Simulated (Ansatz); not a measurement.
Rows from a G0W0 calculation on VBiO4 (I4_1/a) (Ansatz 0.2.0; G0W0 on PBE, plane waves, PAW; PAW set soft_1; 4×4×4 mesh, 634 empty bands, screening to 150 eV, PAW set soft_1 files), in eV. Spin-orbit coupling is left out.

| row | k | band | start | Σx | Σc at the solution | Vxc |
| --- | --- | --- | --- | --- | --- | --- |
| A | (0.000, -0.500, 0.000) | c2 | 11.445 | -15.905 | -6.048 | -23.006 |
| B | (0.000, -0.500, 0.000) | c1 | 11.016 | -15.747 | -6.083 | -22.888 |
| C | (0.000, 0.250, 0.250) | v1 | 8.799 | -24.611 | 3.133 | -21.222 |
| D | (0.000, 0.250, 0.250) | c1 | 11.121 | -15.824 | -6.001 | -22.880 |
| E | (0.000, 0.250, 0.250) | c2 | 11.664 | -16.238 | -6.217 | -23.554 |
| F | (0.000, -0.500, 0.000) | v1 | 8.732 | -24.457 | 3.054 | -21.151 |

Q: Give the quasiparticle energies and the shift of each level.

The quasiparticle equation reads E = start + Σx + Σc(E) − Vxc.

| row | E (eV) | shift (eV) |
| --- | --- | --- |
| A | 12.498 | +1.053 |
| B | 12.074 | +1.059 |
| C | 8.542 | −0.257 |
| D | 12.176 | +1.055 |
| E | 12.763 | +1.098 |
| F | 8.480 | −0.253 |

The gap over the computed points goes from 2.22 eV to 3.53 eV.

Limits: not at the basis limit; no spin polarisation; d states lean on the start; no spin-orbit coupling.

[Runs of the session that timed out or met a known fault of the program may be left out.]

[Cells called generated may have been cut or substituted from an entry of the Crystallography Open Database or the Materials Project.]

[Hosts, paths, dates, database ids (printed as entryN), source tags and the programs' standing remarks are cut or masked in the printed files.]
